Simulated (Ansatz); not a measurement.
# Transmission past a defect: Fe wire along [110], 4 atoms a period, vacancy of one Fe, part 2 of 3

Aim: how much does this defect scatter, and at which energies?

Ansatz 0.2.0; DFT PBE, plane waves, PAW; relaxation of a wire's period (the session's first sound run).

So far. Step 2 (The relaxed wire): The cell's length comes to 2.702 Å with an absolute moment of 12.31 μB a cell. That is -32 % against the start, more than a small adjustment. 4 contacts a cell pass between under 1.1 and over 1.27 times the sum of covalent radii, so the wire has rearranged from the shape that names it.

## (3) Bands of the perfect wire

This step: DFT PBE, plane waves, PAW; channels and complex bands of a perfect wire (Ansatz 0.2.0).

At the relaxed period the Bloch states of the perfect wire are found at each energy: those that move forward count the open channels, and those that decay describe how a disturbance dies away inside the wire itself. An energy step of 0.05 eV is too coarse for the program's thermal average, and saves time.

File input.yaml:

```yaml
crystal:
  lattice:
    - [8.215, 0.0, 0.0]
    - [0.0, 8.801, 0.0]
    - [0.0, 0.0, 2.7021234264]
  atoms:
    - { symbol: Fe, position: [0.382475345, 0.390187011, 0.0], spin: 2.77 }
    - { symbol: Fe, position: [0.382475345, 0.609825736, 0.5], spin: 2.77 }
    - { symbol: Fe, position: [0.617524655, 0.390187011, 0.5], spin: 2.77 }
    - { symbol: Fe, position: [0.617524655, 0.609825736, 0.0], spin: 2.77 }
magnetization:
  spin_polarized: true
kpoints:
  mp_grid: { grid: [1, 1, 30] }
scf:
  occupations: { method: fermi_dirac, width: 0.05 }
hamiltonian:
  xc: pbe
output:
  transmission:
    e_range: [-1.5, 1.5]
    de: 0.05
    kmesh: [1, 1]
    reduced_basis: true
    leads: [[0, 0]]
basis:
  ecutwfc: "340 eV"
```

On the command line:

```console
ansatz run input.yaml --threads 8 --pin off --max-ram 16384MiB --backend cpu --events-out ev --progress --plain --runs-dir out
```

Numbers of over 12 decimals in the logs are rounded to 6 here.

The program printed:

```text
Warning: basis.ecutwfc = 340 eV is below the records' recommended 420 eV, and the density's cutoff is lower with it unless basis.ecutrho_ratio is high enough to keep the records' density cutoff: compare with a run at a higher cutoff
[...]
Crystal: 4 atoms, lattice volume = 195.364 Å³
Basis set: ecut = 340 eV, 2771 PW (Γ)
Bands: 46, of which v1, the nominal top of the filled ones, is band 32 counted from 1 (31 counted from 0)
Symmetry: 8 space group operations
[...]
k-points: 16 of 30
[...]
Starting moments: Σ|m| = 11.08 μB on 4 of 4 sites
[...]
SCF iter   1: F=—  HF=-17914.745244 eV  |F-HF|=—  |Δ(HF+E_count)|=         —  Δρ=3.55e-2 (↑3.00e-2 ↓3.55e-2)  dr2=1.17e1  dr2_m=1.35e0  M=11.938 μB ∫|m|=12.006 μB  β_m=0.30  ethr=3.10e-3  ⟨swp⟩=8.5  Hψ=6914  notcnv=0  defer=2
[...]
SCF iter  12: F=-17915.813952 eV  HF=-17915.813952 eV  |F-HF|=1.35e-9  |Δ(HF+E_count)|=   1.77e-8  Δρ=5.77e-7 (↑4.30e-7 ↓5.77e-7)  dr2=2.26e-9  dr2_m=1.98e-11  M=11.979 μB ∫|m|=12.297 μB  ethr=1.28e-11  ⟨swp⟩=9.2  Hψ=5828  notcnv=0
SCF 1 converged in 12 iterations: F = -17915.813952 eV  dr2 = 2.26e-9
[...]
transmission: 5 of 10 steps passed
transmission: 10 of 10 steps passed
SCF converged after 12 iterations
Magnetization: 11.9785 μB (37.9893 up, 26.0107 down)
Absolute magnetization: 12.2985 μB (∫|ρ↑−ρ↓|, with the PAW one-centre terms)
[...]
Per-site moments (μB) at R_I (Å): [(2.767795, 0.972123), (2.767795, 0.972123), (2.767795, 0.972123), (2.767795, 0.972123)]
Free energy (F): -17915.813952 eV
[...]
Internal energy: -17915.800779 eV  (E = F + TS)
E sigma→0 (E₀):  -17915.807366 eV
Entropy (-TS):   -0.013172 eV (-3.293 meV/atom)
Fermi energy:    1.736964 eV
[...]
--- Band table (eV; the first three rows and the last of 32) ---
  k-point 0 ↑: bands = [... 28 lower, -0.3351, -0.2730, -0.2689, -0.2321, 0.1823, 0.1923, 0.2373, 0.7082, ... 10 higher]
  k-point 1 ↑: bands = [... 28 lower, -0.3271, -0.2745, -0.2724, -0.2204, 0.2049, 0.2153, 0.2701, 0.7048, ... 10 higher]
  k-point 2 ↑: bands = [... 28 lower, -0.3034, -0.2839, -0.2807, -0.1913, 0.2377, 0.3097, 0.3646, 0.6074, ... 10 higher]
  k-point 15 ↓: bands = [... 28 lower, 2.6852, 2.6852, 3.0452, 3.0452, 3.1420, 3.1420, 3.6028, 3.6028, ... 10 higher]
--- Transmission ---
  basis      : 523 plane waves across, 5 finite elements along
  points     : 1, standing for a mesh of 1 x 1
  energies   : 61 from -1.500000 to 1.500000 eV about the Fermi level, 0.050000 eV apart; the leads are filled to 0.000000 eV, and channels, transmission and decay are at 0.000000 eV
  crystal 0  : Fe4, at the sites [0, 0], period 2.7021 Å: whole cells are its period
    offset         : up to 0.0000 Å between an atom of the period and one for which it stands
    channels       : 3.000000e0 up, 0.000000e0 down
    conductance    : none, the energies end too early or step too widely for 300 K: set another output.transmission.e_range or a lower de, or, where they end at an eighth of basis.ecutwfc, a higher one
    slowest decay  : 0.1184 /Å at (0.0000, 0.0000)
```

It took 1.9 min on 8 threads of Arm Neoverse V1, shared host; peak memory 3.6 GiB.

This step gave:

| Quantity | Value |
| --- | --- |
| energy at zero smearing | -17915.8074 eV |
| total moment | 11.98 μB |
| absolute moment | 12.30 μB |
| channels at the energy nearest the Fermi level, spin up | 3 |
| channels at the energy nearest the Fermi level, spin down | 0 |
| slowest decay in the lead at the energy nearest the Fermi level | 0.1184 Å⁻¹ |
| band gap | 0 eV |

Table of open channels of the lead by energy, zero at the Fermi level:

```tsv
energy (eV)	spin up	spin down
-1.50	7	1
-1.40	7	3
-1.30	7	5
-1.20	5	5
-1.10	7	5
-1.00	5	7
-0.90	4	7
-0.80	4	7
-0.65	4	6
-0.55	4	6
-0.45	3	4
-0.35	3	3
-0.25	3	2
-0.15	3	2
-0.05	3	0
0.00	3	0
0.05	3	0
0.15	3	4
0.25	3	6
0.35	3	6
0.45	3	2
0.55	4	4
0.65	4	3
0.80	5	8
0.90	5	10
1.00	5	8
1.10	5	9
1.20	5	10
1.30	6	10
1.40	6	8
1.50	6	6
```

Spin up; the slowest values at each energy, most degenerate partners merged, listed up to 1.5 1/Å. Im kz of the slowest decaying states against energy, zero at the Fermi level:

```tsv
energy (eV)	decay 1 (Å⁻¹)	decay 2 (Å⁻¹)	decay 3 (Å⁻¹)	decay 4 (Å⁻¹)
-1.50	0.254	0.393	0.425	0.635
-1.35	0.281	0.454	0.507	0.578
-1.20	0.0320	0.260	0.464	0.464
-1.05	0.366	0.366	0.370	0.551
-0.90	0.112	0.349	0.361	0.506
-0.75	0.167	0.435	0.443	0.603
-0.60	0.195	0.483	0.490	0.639
-0.45	0.0312	0.210	0.515	0.522
-0.30	0.108	0.214	0.539	0.546
-0.15	0.137	0.211	0.558	0.565
0.00	0.150	0.199	0.572	0.579
0.15	0.152	0.179	0.583	0.590
0.30	0.138	0.152	0.592	0.599
0.45	0.0832	0.131	0.562	0.597
0.60	0.0982	0.490	0.601	0.609
0.75	0.00471	0.417	0.602	0.611
0.90	0.338	0.601	0.611	0.770
1.05	0.242	0.598	0.609	0.786
1.20	0.0716	0.593	0.605	0.793
1.35	0.587	0.600	0.774	0.818
1.50	0.578	0.592	0.754	0.833
```

Spin down; the slowest values at each energy, most degenerate partners merged, listed up to 1.5 1/Å. Im kz of the slowest decaying states against energy, zero at the Fermi level:

```tsv
energy (eV)	decay 1 (Å⁻¹)	decay 2 (Å⁻¹)	decay 3 (Å⁻¹)	decay 4 (Å⁻¹)
-1.50	0.0846	0.0915	0.204	0.253
-1.40	0.0970	0.193	0.260	0.260
-1.25	0.161	0.312	0.312	0.705
-1.15	0.121	0.326	0.327	0.687
-1.00	0.336	0.336	0.632	0.686
-0.90	0.337	0.337	0.591	0.676
-0.80	0.334	0.335	0.544	0.664
-0.65	0.0972	0.325	0.326	0.456
-0.55	0.172	0.315	0.316	0.372
-0.40	0.102	0.111	0.129	0.229
-0.30	0.136	0.155	0.222	0.253
-0.20	0.144	0.149	0.165	0.248
-0.05	0.0875	0.142	0.154	0.194
0.00	0.118	0.132	0.143	0.168
0.05	0.117	0.128	0.134	0.138
0.20	0.190	0.238	0.281	0.303
0.30	0.210	0.213	0.272	0.318
0.40	0.166	0.230	0.258	0.272
0.55	0.103	0.110	0.111	0.223
0.65	0.101	0.113	0.133	0.186
0.80	0.07	0.0935	0.135	0.212
0.90	0.204	0.225	0.235	0.247
1.00	0.0148	0.221	0.263	0.277
1.15	0.0975	0.314	0.320	0.369
1.25	0.136	0.335	0.347	0.421
1.40	0.167	0.193	0.359	0.379
1.50	0.178	0.266	0.336	0.342
```

At the computed energy nearest the Fermi level there are 3 spin-up and 0 spin-down channels.

## (4) Relaxation of the scattering region

This step: DFT PBE, plane waves, PAW; relaxation of a junction in a wire, ends held (Ansatz 0.2.0).

System of this step: Fe wire along [110], 4 atoms a period, vacancy of one Fe. The cell holds 27 atoms: 27 Fe. Its edges and angles: a = 8.215 Å, b = 8.801 Å, c = 18.915 Å, α = 90.0°, β = 90.0°, γ = 90.0°. Regions: held atoms, 16 atoms (16 Fe); free atoms, 11 atoms (11 Fe). Vacuum lies along a and b. The structure's axis is c.

11 atoms at the defect are free to relax, while 16 stay where the perfect wire has them, so that the ends still repeat as a lead. The cutoff is set under the files' recommended one to save time.

File input.yaml:

```yaml
crystal:
  lattice:
    - [8.215, 0.0, 0.0]
    - [0.0, 8.801, 0.0]
    - [0.0, 0.0, 18.9148639848]
  atoms:
    - { symbol: Fe, position: [0.382475345, 0.390187011, 0.0], spin: 2.77 }
    - { symbol: Fe, position: [0.382475345, 0.609825736, 0.071428571], spin: 2.77 }
    - { symbol: Fe, position: [0.617524655, 0.390187011, 0.071428571], spin: 2.77 }
    - { symbol: Fe, position: [0.617524655, 0.609825736, 0.0], spin: 2.77 }
    - { symbol: Fe, position: [0.382475345, 0.390187011, 0.142857143], spin: 2.77 }
    - { symbol: Fe, position: [0.382475345, 0.609825736, 0.214285714], spin: 2.77 }
    - { symbol: Fe, position: [0.617524655, 0.390187011, 0.214285714], spin: 2.77 }
    - { symbol: Fe, position: [0.617524655, 0.609825736, 0.142857143], spin: 2.77 }
    - { symbol: Fe, position: [0.382475345, 0.390187011, 0.285714286], spin: 2.77 }
    - { symbol: Fe, position: [0.382475345, 0.609825736, 0.357142857], spin: 2.77 }
    - { symbol: Fe, position: [0.617524655, 0.390187011, 0.357142857], spin: 2.77 }
    - { symbol: Fe, position: [0.617524655, 0.609825736, 0.285714286], spin: 2.77 }
    - { symbol: Fe, position: [0.386127202, 0.395868183, 0.428571429], spin: 0.6 }
    - { symbol: Fe, position: [0.382475345, 0.609825736, 0.5], spin: 2.77 }
    - { symbol: Fe, position: [0.617524655, 0.390187011, 0.5], spin: 2.77 }
    - { symbol: Fe, position: [0.382475345, 0.390187011, 0.571428571], spin: 2.77 }
    - { symbol: Fe, position: [0.382475345, 0.609825736, 0.642857143], spin: 2.77 }
    - { symbol: Fe, position: [0.617524655, 0.390187011, 0.642857143], spin: 2.77 }
    - { symbol: Fe, position: [0.617524655, 0.609825736, 0.571428571], spin: 2.77 }
    - { symbol: Fe, position: [0.382475345, 0.390187011, 0.714285714], spin: 2.77 }
    - { symbol: Fe, position: [0.382475345, 0.609825736, 0.785714286], spin: 2.77 }
    - { symbol: Fe, position: [0.617524655, 0.390187011, 0.785714286], spin: 2.77 }
    - { symbol: Fe, position: [0.617524655, 0.609825736, 0.714285714], spin: 2.77 }
    - { symbol: Fe, position: [0.382475345, 0.390187011, 0.857142857], spin: 2.77 }
    - { symbol: Fe, position: [0.382475345, 0.609825736, 0.928571429], spin: 2.77 }
    - { symbol: Fe, position: [0.617524655, 0.390187011, 0.928571429], spin: 2.77 }
    - { symbol: Fe, position: [0.617524655, 0.609825736, 0.857142857], spin: 2.77 }
magnetization:
  spin_polarized: true
kpoints:
  mp_grid: { grid: [1, 1, 1] }
scf:
  occupations: { method: fermi_dirac, width: 0.1 }
hamiltonian:
  xc: pbe
relax:
  constraints: [{ sites: [0, 1, 2, 3, 4, 5, 6, 7, 19, 20, 21, 22, 23, 24, 25, 26] }]
  f_tol: 0.07
  max_steps: 30
basis:
  ecutwfc: "340 eV"
```

The program printed:

```text
[...]
Warning: crystal.symmetry: narrowed to the stabiliser of the relax constraints — unitary ops 2 → 1; lowered at sites 5, 6, 16, 17 (the operations that carried what is held of a site onto what its image site leaves free; the constrained walk keeps no symmetry that its constraints do not admit)
[...]
Crystal: 27 atoms, lattice volume = 1367.549 Å³
Basis set: ecut = 340 eV, 19475 PW (Γ), exchange–correlation on 100×108×240 points (8 copies of the dense FFT grid, shifted against one another)
Bands: 303, of which v1, the nominal top of the filled ones, is band 216 counted from 1 (215 counted from 0)
Symmetry: 1 space group operations
k-points: 1
[...]
Starting moments: Σ|m| = 72.62 μB on 27 of 27 sites
[...]
SCF iter   1: F=—  HF=-120920.982392 eV  |F-HF|=—  |Δ(HF+E_count)|=         —  Δρ=3.22e-2 (↑2.70e-2 ↓3.22e-2)  dr2=8.24e1  dr2_m=6.96e0  M=76.967 μB ∫|m|=77.377 μB  β_m=0.30  ethr=3.10e-3  ⟨swp⟩=8.0  Hψ=2833  notcnv=0  defer=7
[...]
SCF iter  12: F=-120930.015566 eV  HF=-120930.015569 eV  |F-HF|=3.71e-6  |Δ(HF+E_count)|=   1.30e-6  Δρ=1.98e-5 (↑1.01e-5 ↓1.98e-5)  dr2=5.55e-6  dr2_m=1.56e-6  M=80.542 μB ∫|m|=82.656 μB  ethr=5.29e-9  ⟨swp⟩=1.5  Hψ=1796  notcnv=0
SCF 1 converged in 12 iterations: F = -120930.015566 eV  dr2 = 5.55e-6
[...]
relax step   1: F+E_penalty+E_count = -120930.01556560 eV  Δ(F+E_penalty+E_count) = +0.000e0 eV  max|allowed force component| = 3.281e-1 eV/Å  Δτ_max = 0.0000 Å  (12 SCF iters, dr2 threshold 1.00e-4 eV, accepted)
[...]
SCF iter   8: F=-120930.078806 eV  HF=-120930.078806 eV  |F-HF|=4.84e-7  |Δ(HF+E_count)|=   1.92e-7  Δρ=4.47e-6 (↑3.33e-6 ↓4.47e-6)  dr2=6.79e-7  dr2_m=4.92e-8  M=80.483 μB ∫|m|=82.602 μB  ethr=6.13e-10  ⟨swp⟩=2.0  Hψ=1802  notcnv=0
SCF 2 converged in 8 iterations: F = -120930.078806 eV  dr2 = 6.79e-7
[...]
relax step   2: F+E_penalty+E_count = -120930.07880552 eV  Δ(F+E_penalty+E_count) = -6.324e-2 eV  max|allowed force component| = 2.020e-1 eV/Å  Δτ_max = 0.0498 Å  (8 SCF iters, dr2 threshold 6.73e-6 eV, accepted)
SCF iter   1: F=—  HF=-120929.620447 eV  |F-HF|=—  |Δ(HF+E_count)|=         —  Δρ=8.93e-3 (↑8.93e-3 ↓8.93e-3)  dr2=1.93e-1  dr2_m=9.57e-1  M=80.409 μB ∫|m|=82.540 μB  β_m=0.30  ethr=5.41e-4  ⟨swp⟩=5.0  Hψ=1624  notcnv=0  defer=50
[...]
SCF iter  12: F=-120930.119753 eV  HF=-120930.119753 eV  |F-HF|=5.02e-9  |Δ(HF+E_count)|=  1.75e-10  Δρ=6.15e-7 (↑3.63e-7 ↓6.15e-7)  dr2=7.89e-9  dr2_m=1.25e-9  M=80.391 μB ∫|m|=82.516 μB  ethr=9.17e-12  ⟨swp⟩=2.5  Hψ=1725  notcnv=0
SCF 3 converged in 12 iterations: F = -120930.119753 eV  dr2 = 7.89e-9
relax step   3: F+E_penalty+E_count = -120930.11975313 eV  Δ(F+E_penalty+E_count) = -4.095e-2 eV  max|allowed force component| = 9.350e-2 eV/Å  Δτ_max = 0.1429 Å  (12 SCF iters, accepted)
SCF iter   1: F=—  HF=-120930.120592 eV  |F-HF|=—  |Δ(HF+E_count)|=         —  Δρ=9.45e-4 (↑7.05e-4 ↓9.45e-4)  dr2=9.17e-3  dr2_m=6.83e-3  M=80.416 μB ∫|m|=82.548 μB  β_m=0.65  ethr=1.72e-5  ⟨swp⟩=3.0  Hψ=1159  notcnv=0  defer=50
[...]
SCF iter  10: F=-120930.123633 eV  HF=-120930.123633 eV  |F-HF|=9.26e-9  |Δ(HF+E_count)|=   2.63e-9  Δρ=6.96e-7 (↑4.10e-7 ↓6.96e-7)  dr2=1.16e-8  dr2_m=1.32e-9  M=80.423 μB ∫|m|=82.554 μB  ethr=1.19e-11  ⟨swp⟩=1.5  Hψ=1906  notcnv=0
SCF 4 converged in 10 iterations: F = -120930.123633 eV  dr2 = 1.16e-8
relax step   4: F+E_penalty+E_count = -120930.12363300 eV  Δ(F+E_penalty+E_count) = -3.880e-3 eV  max|allowed force component| = 1.747e-2 eV/Å  Δτ_max = 0.0213 Å  (10 SCF iters, accepted)
SCF converged after 10 iterations
Magnetization: 80.4226 μB (256.2113 up, 175.7887 down)
Absolute magnetization: 82.5646 μB (∫|ρ↑−ρ↓|, with the PAW one-centre terms)
[...]
Per-site moments (μB) at R_I (Å): [(2.751699, 0.972123), (2.748756, 0.972123), (2.748449, 0.972123), (2.756070, 0.972123), (2.754244, 0.972123), (2.758294, 0.970986), (2.758722, 0.971832), (2.747555, 0.972123), (2.758465, 0.968566), (2.808372, 0.966302), (2.804020, 0.965398), (2.751367, 0.966302), (2.723717, 0.965175), (2.808187, 0.966281), (2.803587, 0.965175), (2.759609, 0.969254), (2.761939, 0.970070), (2.762532, 0.971051), (2.750627, 0.966597), (2.755167, 0.972123), (2.749320, 0.972123), (2.749011, 0.972123), (2.757443, 0.972123), (2.751300, 0.972123), (2.757141, 0.972123), (2.757528, 0.972123), (2.756615, 0.972123)]
Free energy (F): -120930.123633 eV
[...]
Internal energy: -120929.428337 eV  (E = F + TS)
E sigma→0 (E₀):  -120929.775985 eV
Entropy (-TS):   -0.695296 eV (-25.752 meV/atom)
Fermi energy:    1.558511 eV
[...]
--- Forces (eV/Å), atoms counted from 1 ---
  atom   1  Fe    -0.03168892    -0.03461462     0.01876298
  atom   2  Fe    -0.01761066     0.06822306     0.00249489
  atom   3  Fe     0.06268678    -0.02054852     0.00100307
  atom   4  Fe     0.04511917     0.04954907    -0.01257755
  atom   5  Fe    -0.06818156    -0.07268390     0.05724017
  atom   6  Fe    -0.05513261     0.02136660     0.09902383
  atom   7  Fe     0.01852615    -0.05955925     0.09805697
  atom   8  Fe     0.03087342     0.03421279    -0.03645273
  atom   9  Fe     0.00994009     0.01011024     0.00663313
  atom  10  Fe    -0.00488275    -0.00789889     0.00628378
  atom  11  Fe    -0.00678415    -0.00465449     0.00981224
  atom  12  Fe    -0.01388425    -0.00999759     0.00667355
  atom  13  Fe     0.01171763     0.00517358    -0.00115189
  atom  14  Fe    -0.00403836    -0.00767614    -0.00696412
  atom  15  Fe    -0.00639093    -0.00484708    -0.00886257
  atom  16  Fe     0.01234883     0.01225524    -0.00406028
  atom  17  Fe    -0.00243634     0.00643854     0.00342148
  atom  18  Fe     0.00632827    -0.00348415     0.00366313
  atom  19  Fe    -0.01746624    -0.01446404    -0.00313920
  atom  20  Fe    -0.05306074    -0.05516103    -0.11204262
  atom  21  Fe    -0.00755926     0.06815349    -0.03155431
  atom  22  Fe     0.06229292    -0.01080947    -0.02951454
  atom  23  Fe    -0.03224769    -0.03141244    -0.04991921
  atom  24  Fe    -0.03177324    -0.03504872    -0.02458903
  atom  25  Fe    -0.01111919     0.06352071    -0.00041239
  atom  26  Fe     0.06091760    -0.01419732    -0.00049606
  atom  27  Fe     0.04343313     0.04789926     0.00866711
  max |Σ_I F_I| component: 1.55e-4 eV/Å
--- Relaxed structure (4 steps of the walk, 4 accepted, 0 SCFs on fresh bases) ---
  F+E_penalty+E_count = -120930.12363300 eV   max|allowed force component| = 1.747e-2 eV/Å
  atoms:
    - { symbol: Fe, position: [0.382475345, 0.390187, 5.55555272567458e-11] }
    - { symbol: Fe, position: [0.382475345, 0.609826, 0.071429] }
    - { symbol: Fe, position: [0.617525, 0.390187, 0.071429] }
    - { symbol: Fe, position: [0.617525, 0.609826, 5.55555272567458e-11] }
    - { symbol: Fe, position: [0.382475345, 0.390187, 0.142857] }
    - { symbol: Fe, position: [0.382475345, 0.609826, 0.214286] }
    - { symbol: Fe, position: [0.617525, 0.390187, 0.214286] }
    - { symbol: Fe, position: [0.617525, 0.609826, 0.142857] }
    - { symbol: Fe, position: [0.379635, 0.387387, 0.284685] }
    - { symbol: Fe, position: [0.389166, 0.600603, 0.359527] }
    - { symbol: Fe, position: [0.607701, 0.396289, 0.359395] }
    - { symbol: Fe, position: [0.617508, 0.609855, 0.285470] }
    - { symbol: Fe, position: [0.371534, 0.379588, 0.428158] }
    - { symbol: Fe, position: [0.389040, 0.600261, 0.496982] }
    - { symbol: Fe, position: [0.607328, 0.396005, 0.497125] }
    - { symbol: Fe, position: [0.378890, 0.386728, 0.571757] }
    - { symbol: Fe, position: [0.381526, 0.609025, 0.641934] }
    - { symbol: Fe, position: [0.616584, 0.389124, 0.641958] }
    - { symbol: Fe, position: [0.617081, 0.609288, 0.571283] }
    - { symbol: Fe, position: [0.382475345, 0.390187, 0.714286] }
    - { symbol: Fe, position: [0.382475345, 0.609826, 0.785714] }
    - { symbol: Fe, position: [0.617525, 0.390187, 0.785714] }
    - { symbol: Fe, position: [0.617525, 0.609826, 0.714286] }
    - { symbol: Fe, position: [0.382475345, 0.390187, 0.857143] }
    - { symbol: Fe, position: [0.382475345, 0.609826, 0.928571] }
    - { symbol: Fe, position: [0.617525, 0.390187, 0.928571] }
    - { symbol: Fe, position: [0.617525, 0.609826, 0.857143] }
```

Elapsed: 44 s, on 8 threads; peak memory 1.9 GiB.

The steps of the relaxation:

```tsv
step	energy less that of the first step (eV)	largest force component (eV/Å)
1	0.0000	0.3281
2	-0.0632	0.2020
3	-0.1042	0.0935
4	-0.1081	0.0175
```

The atoms that moved most (Å):

```tsv
atom	dx	dy	dz	length
Fe13	-0.120	-0.143	-0.008	0.187
Fe14	0.054	-0.084	-0.057	0.115
Fe15	-0.084	0.051	-0.054	0.112
Fe10	0.055	-0.081	0.045	0.108
Fe11	-0.081	0.054	0.043	0.106
Fe16	-0.029	-0.030	0.006	0.043
Fe9	-0.023	-0.025	-0.019	0.039
Fe18	-0.008	-0.009	-0.017	0.021
```

This step gave:

| Item | Value |
| --- | --- |
| energy at zero smearing | -120929.7760 eV |
| total moment | 80.42 μB |
| absolute moment | 82.56 μB |

Site moment by element, in μB:

```tsv
element	atoms	mean	spread (r.m.s.)	least	largest
Fe	27	2.76	0.02	2.72	2.81
```

The atoms farthest from the mean of their element:

```tsv
atom	x, y, z (Å)	site moment (μB)
Fe10	3.20, 5.29, 6.80	2.81
Fe14	3.20, 5.28, 9.40	2.81
Fe11	4.99, 3.49, 6.80	2.80
Fe15	4.99, 3.49, 9.40	2.80
Fe13	3.05, 3.34, 8.10	2.72
Fe8	5.07, 5.37, 2.70	2.75
Fe3	5.07, 3.43, 1.35	2.75
Fe2	3.14, 5.37, 1.35	2.75
```

The largest force component on a free atom ends at 0.017 eV/Å, under the limit of 0.07. 

(Continued in part 3 of 3.)

[Logs are printed without paths, hosts, clocks, repeated set-up lines and the standing remarks that a program may print on its own settings, such as how far it seeks lower states.]

[Hosts, paths, dates, database ids (printed as entryN), source tags and the programs' standing remarks are cut or masked in the printed files.]
